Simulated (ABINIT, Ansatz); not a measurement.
# Lattice dynamics of Ho (P6_3/mmc) in two programs

How does Ho (P6_3/mmc) vibrate, and is this structure a minimum?

Method: DFT PBE, scalar-relativistic, plane waves, PseudoDojo norm-conserving, 4f in core pseudopotentials, in ABINIT 10.8.3.

**1. Starting point**

Symmetry: P6_3/mmc, No. 194, hexagonal system. Conventional cell: a = 3.577 Å, b = 3.577 Å, c = 5.616 Å, α = 90.00°, β = 90.00°, γ = 120.00°. Nearest to Ho lie 12 Ho at 3.49 to 3.58 Å.

**2. A probe with smearing**

A first run with smearing and empty bands tells whether the crystal has a gap, which decides between fixed occupations and smearing later on.

Contents of probe.abi:

```
# ground state
tolvrs 1.0d-08
prtden 1
prtwf 1

# basis, mesh and filling
ecut 21.0
ngkpt 6 6 4
nshiftk 1
shiftk 0.0 0.0 0.0
istwfk *1
occopt 7
tsmear 0.005
nband 18
nstep 100
diemac 9.0
prtebands 0
prtgsr 0

# cell and atoms
acell 3*1.0 Angstrom
rprim 
    3.5773 0.0 0.0
    -1.78865 3.098032677 0.0
    0.0 0.0 5.6158
ntypat 1
znucl 67
natom 2
typat 1 1
xred 
    1/3 2/3 0.25
    2/3 1/3 0.75
pp_dirpath "./pseudo"
pseudos "Ho.upf"
```

On the command line:

```
$ OMP_NUM_THREADS=1 mpirun -n 4 abinit probe.abi > probe.log
```

Numbers of over 12 decimals in the logs are rounded to 6 here.

probe.abo, the main output file:

```text
[banners, grids, parts of the stress and lines that vanish by symmetry left out]
- input  file    -> probe.abi
- output file    -> probe.abo
- root for input  files -> probei
[...]
Symmetries : space group P6_3/m m c (#194); Bravais hP (primitive hexag.)
[...]
mpw =        1942          nfft =       40500          nkpt =          21
[...]
== DATASET  1 ==================================================================
[...]
cutoff_energies: {ecut:  21.0, pawecutdg:  -1.0, }
[...]
ETOT  1  -88.266441450996    -8.827E+01 4.840E-02 4.293E+00
 ETOT  2  -88.300187449505    -3.375E-02 4.249E-03 1.365E-01
 ETOT  3  -88.300236558342    -4.911E-05 5.451E-04 6.985E-04
 ETOT  4  -88.300236661990    -1.036E-07 2.307E-04 1.257E-05
 ETOT  5  -88.300236665434    -3.445E-09 1.321E-04 2.227E-07
 ETOT  6  -88.300236665487    -5.294E-11 9.419E-05 7.631E-10
 At SCF step    6       vres2   =  7.63E-10 < tolvrs=  1.00E-08 =>converged.
[...]
sigma(1 1)=  7.28148536E-06  sigma(3 2)=  0.00000000E+00
  sigma(2 2)=  7.28148517E-06  sigma(3 1)=  0.00000000E+00
  sigma(3 3)=  3.34930853E-05  sigma(2 1)=  0.00000000E+00
[...]
convergence: {deltae: -5.294E-11, res2:  7.631E-10, residm:  9.419E-05, diffor: null, }
etotal    :  -8.83002367E+01
[...]
sigma(1 1)=  7.28148536E-06  sigma(3 2)=  0.00000000E+00
  sigma(2 2)=  7.28148517E-06  sigma(3 1)=  0.00000000E+00
  sigma(3 3)=  3.34930853E-05  sigma(2 1)=  0.00000000E+00
[...]
- sigma(1 1)=  2.14228695E-01  sigma(3 2)=  0.00000000E+00
- sigma(2 2)=  2.14228690E-01  sigma(3 1)=  0.00000000E+00
- sigma(3 3)=  9.85400591E-01  sigma(2 1)=  0.00000000E+00
[...]
fcart     -0.0000000000E+00 -0.0000000000E+00 -0.0000000000E+00
           strten      7.2814853583E-06  7.2814851707E-06  3.3493085316E-05
================================================================================

[key lines of the parts left out:]
pressure_GPa:  -4.7129E-01
```

Run time: 8 s. Hardware: 4 MPI ranks of Intel Xeon Platinum 8488C (Sapphire Rapids), shared host; 31 s of CPU time.

Numbers from this step:

| Quantity | Value |
| --- | --- |
| volume per atom | 31.12 Å³ |
| pressure | -0.4713 GPa |
| gap on the k-mesh | 0 eV |

No gap opens on this mesh, so smearing is kept; the printed pressure holds the stress of the finite basis too.

**3. Relaxation**

The harmonic expansion needs vanishing forces, and a free crystal bears no stress, so cell and atoms are brought to rest. Stress is more sensitive to the basis than forces are: the last 3 Ha under the cutoff are smoothed with ecutsm, and the cutoff is raised above that of the later runs.

Contents of relax.abi:

```
# relaxation
ionmov 2
optcell 2
dilatmx 1.08
ntime 40
tolmxf 1.0d-05
tolvrs 1.0d-14
prtwf 0
prtden 0
chksymtnons 0

# basis, mesh and filling
ecut 27.0
ecutsm 3.0
ngkpt 9 9 6
nshiftk 1
shiftk 0.0 0.0 0.0
istwfk *1
occopt 7
tsmear 0.01
nband 18
nstep 100
diemac 1000000.0
prtebands 0
prtgsr 0

# cell and atoms
acell 3*1.0 Angstrom
rprim 
    3.5773 0.0 0.0
    -1.78865 3.098032677 0.0
    0.0 0.0 5.6158
ntypat 1
znucl 67
natom 2
typat 1 1
xred 
    1/3 2/3 0.25
    2/3 1/3 0.75
pp_dirpath "./pseudo"
pseudos "Ho.upf"
```

On the command line:

```
$ OMP_NUM_THREADS=1 mpirun -n 4 abinit relax.abi > relax.log
```

relax.abo, the main output file:

```text
[banners, grids, parts of the stress and lines that vanish by symmetry left out]
- input  file    -> relax.abi
- output file    -> relax.abo
- root for input  files -> relaxi
[...]
Symmetries : space group P6_3/m m c (#194); Bravais hP (primitive hexag.)
[...]
mpw =        3590          nfft =       69984          nkpt =          48
[...]
== DATASET  1 ==================================================================
[...]
cutoff_energies: {ecut:  27.0, pawecutdg:  -1.0, }
[...]
ETOT  1  -88.264755505579    -8.826E+01 4.077E-02 6.021E+00
 ETOT  2  -88.302236594818    -3.748E-02 4.878E-03 8.285E-02
 ETOT  3  -88.302253026632    -1.643E-05 6.657E-04 3.834E-03
 ETOT  4  -88.302253571673    -5.450E-07 6.808E-04 3.061E-05
 ETOT  5  -88.302253574915    -3.242E-09 5.009E-04 6.070E-07
[...]
At SCF step   10       vres2   =  1.70E-16 < tolvrs=  1.00E-14 =>converged.
[...]
sigma(1 1)= -3.74909639E-06  sigma(3 2)=  0.00000000E+00
  sigma(2 2)= -3.74909658E-06  sigma(3 1)=  0.00000000E+00
  sigma(3 3)=  5.84276816E-06  sigma(2 1)=  0.00000000E+00
[...]
convergence: {deltae:  1.137E-13, res2:  1.698E-16, residm:  5.805E-05, diffor: null, }
etotal    :  -8.83022536E+01
[...]
ETOT  1  -88.302254196919    -8.830E+01 3.388E-05 6.060E-04
[...]
At SCF step    7       vres2   =  9.16E-16 < tolvrs=  1.00E-14 =>converged.
[...]
sigma(1 1)= -3.49746464E-06  sigma(3 2)=  0.00000000E+00
  sigma(2 2)= -3.49746483E-06  sigma(3 1)=  0.00000000E+00
  sigma(3 3)=  5.52207731E-06  sigma(2 1)=  0.00000000E+00
[...]
convergence: {deltae:  2.984E-13, res2:  9.155E-16, residm:  1.406E-05, diffor: null, }
etotal    :  -8.83022543E+01
[...]
ETOT  1  -88.302226992151    -8.830E+01 2.619E-04 1.437E-01
[...]
At SCF step    8       vres2   =  1.53E-15 < tolvrs=  1.00E-14 =>converged.
[...]
sigma(1 1)=  3.63392205E-07  sigma(3 2)=  0.00000000E+00
  sigma(2 2)=  3.63392018E-07  sigma(3 1)=  0.00000000E+00
  sigma(3 3)=  4.24769502E-07  sigma(2 1)=  0.00000000E+00
[...]
convergence: {deltae: -5.969E-13, res2:  1.532E-15, residm:  7.008E-06, diffor: null, }
etotal    :  -8.83022601E+01
[...]
ETOT  1  -88.302260064185    -8.830E+01 5.666E-06 2.939E-05
[...]
At SCF step    7       vres2   =  9.48E-17 < tolvrs=  1.00E-14 =>converged.
[...]
sigma(1 1)=  3.04663065E-07  sigma(3 2)=  0.00000000E+00
  sigma(2 2)=  3.04662878E-07  sigma(3 1)=  0.00000000E+00
  sigma(3 3)=  3.86007331E-07  sigma(2 1)=  0.00000000E+00
[...]
convergence: {deltae:  6.963E-13, res2:  9.479E-17, residm:  1.241E-06, diffor: null, }
etotal    :  -8.83022601E+01
[...]
ETOT  1  -88.302259915731    -8.830E+01 9.675E-07 1.159E-03
[...]
ETOT  6  -88.302260085058    -1.663E-12 4.435E-07 4.421E-13
 ETOT  7  -88.302260085057     1.705E-13 7.933E-07 2.240E-15
 At SCF step    7       vres2   =  2.24E-15 < tolvrs=  1.00E-14 =>converged.
[...]
sigma(1 1)= -3.94243527E-09  sigma(3 2)=  0.00000000E+00
  sigma(2 2)= -3.94262251E-09  sigma(3 1)=  0.00000000E+00
  sigma(3 3)=  2.39922753E-08  sigma(2 1)=  0.00000000E+00
[...]
convergence: {deltae:  1.705E-13, res2:  2.240E-15, residm:  7.933E-07, diffor: null, }
etotal    :  -8.83022601E+01
[...]
At Broyd/MD step   5, gradients are converged :
[...]
sigma(1 1)= -3.94243527E-09  sigma(3 2)=  0.00000000E+00
  sigma(2 2)= -3.94262251E-09  sigma(3 1)=  0.00000000E+00
  sigma(3 3)=  2.39922753E-08  sigma(2 1)=  0.00000000E+00
[...]
- sigma(1 1)= -1.15990450E-04  sigma(3 2)=  0.00000000E+00
- sigma(2 2)= -1.15995959E-04  sigma(3 1)=  0.00000000E+00
- sigma(3 3)=  7.05877108E-04  sigma(2 1)=  0.00000000E+00
[...]
fcart     -0.0000000000E+00 -2.2956065887E-29 -0.0000000000E+00
           strten     -3.9424352706E-09 -3.9426225088E-09  2.3992275256E-08
================================================================================

[key lines of the parts left out:]
pressure_GPa:  -1.5796E-04
Total energy (etotal) [Ha]= -8.83022600850574E+01
```

Elapsed: 2 min, on 4 MPI ranks; 8.1 min of CPU time.

Relaxation path:

```tsv
step	energy less that of the first step (eV)	largest force (eV/Å)	volume (Å³)
1	0.0000	0.0000	62.24
2	0.0000	0.0000	62.24
3	-0.0002	0.0000	62.29
4	-0.0002	0.0000	62.28
5	-0.0002	0.0000	62.27
```

```tsv
conventional cell, symmetrised	before	after	change
a (Å)	3.577	3.584	+0.2 %
b (Å)	3.577	3.584	+0.2 %
c (Å)	5.616	5.599	-0.3 %
volume (Å³/atom)	31.12	31.13	+0.1 %
```

The relaxed structure:

```
Ho
1.0
     3.58362    0.00000    0.00000
    -1.79181    3.10351    0.00000
     0.00000    0.00000    5.59887
Ho
2
Direct
  0.33333 0.66667 0.25000
  0.66667 0.33333 0.75000
```

Numbers from this step:

* volume per atom: 31.13 Å³
* pressure: -1.58e-4 GPa

The volume changes by +0.1 % in this run and stands +0.1 % from the first cell.

**4. Self-consistent run for the response**

The response is built on these wavefunctions, so the potential is converged far more tightly than an energy would need. Smearing stays on, as the first look found no gap above 0.3 eV.

Contents of gs.abi:

```
# ground state
tolvrs 1.0d-16
prtden 1
prtwf 1

# basis, mesh and filling
ecut 21.0
ngkpt 9 9 6
nshiftk 1
shiftk 0.0 0.0 0.0
istwfk *1
occopt 7
tsmear 0.01
nband 18
nstep 100
diemac 1000000.0
prtebands 0
prtgsr 0

# cell and atoms
acell 3*1.0 Angstrom
rprim 
    3.583621872 0.0 0.0
    -1.791810936 3.103507579 0.0
    0.0 0.0 5.598868385
ntypat 1
znucl 67
natom 2
typat 1 1
xred 
    1/3 2/3 0.25
    2/3 1/3 0.75
pp_dirpath "./pseudo"
pseudos "Ho.upf"
```

On the command line:

```
$ OMP_NUM_THREADS=1 mpirun -n 4 abinit gs.abi > gs.log
```

gs.abo, the main output file:

```text
[banners, grids, parts of the stress and lines that vanish by symmetry left out]
- input  file    -> gs.abi
- output file    -> gs.abo
- root for input  files -> gsi
[...]
Symmetries : space group P6_3/m m c (#194); Bravais hP (primitive hexag.)
[...]
mpw =        1956          nfft =       40500          nkpt =          48
[...]
== DATASET  1 ==================================================================
[...]
cutoff_energies: {ecut:  21.0, pawecutdg:  -1.0, }
[...]
ETOT  1  -88.269794221816    -8.827E+01 4.179E-02 3.951E+00
 ETOT  2  -88.301577464249    -3.178E-02 9.140E-03 5.646E-02
 ETOT  3  -88.301600491795    -2.303E-05 1.129E-03 1.080E-03
 ETOT  4  -88.301600698329    -2.065E-07 1.380E-03 1.390E-05
 ETOT  5  -88.301600701867    -3.539E-09 7.365E-04 2.445E-07
[...]
ETOT 11  -88.301600701935    -1.407E-12 1.916E-04 1.825E-16
 ETOT 12  -88.301600701934     8.811E-13 1.318E-04 4.990E-17
 At SCF step   12       vres2   =  4.99E-17 < tolvrs=  1.00E-16 =>converged.
[...]
sigma(1 1)=  1.79574814E-05  sigma(3 2)=  0.00000000E+00
  sigma(2 2)=  1.79574801E-05  sigma(3 1)=  0.00000000E+00
  sigma(3 3)=  1.77821601E-05  sigma(2 1)=  0.00000000E+00
[...]
convergence: {deltae:  8.811E-13, res2:  4.990E-17, residm:  1.318E-04, diffor: null, }
etotal    :  -8.83016007E+01
[...]
sigma(1 1)=  1.79574814E-05  sigma(3 2)=  0.00000000E+00
  sigma(2 2)=  1.79574801E-05  sigma(3 1)=  0.00000000E+00
  sigma(3 3)=  1.77821601E-05  sigma(2 1)=  0.00000000E+00
[...]
- sigma(1 1)=  5.28327343E-01  sigma(3 2)=  0.00000000E+00
- sigma(2 2)=  5.28327305E-01  sigma(3 1)=  0.00000000E+00
- sigma(3 3)=  5.23169214E-01  sigma(2 1)=  0.00000000E+00
[...]
fcart      0.0000000000E+00  1.8364852695E-28 -0.0000000000E+00
           strten      1.7957481399E-05  1.7957480101E-05  1.7782160149E-05
================================================================================

[key lines of the parts left out:]
pressure_GPa:  -5.2661E-01
```

Run time: 22 s. Hardware: 4 MPI ranks.

Read from the output:

- pressure: -0.5266 GPa

The cell stands at -0.53 GPa: the relaxation ran with a smoothed and higher cutoff, and the difference is a stress of the finite basis.

[end of part 1 of 4]

[Host names and launcher messages were left out of these logs when they were recorded.]

[Logs are printed without paths, hosts, clocks, repeated set-up lines and the standing remarks that a program may print on its own settings, such as how far it seeks lower states.]

[Hosts, paths, dates, database ids (printed as entryN), source tags and the programs' standing remarks are cut or masked in the printed files.]
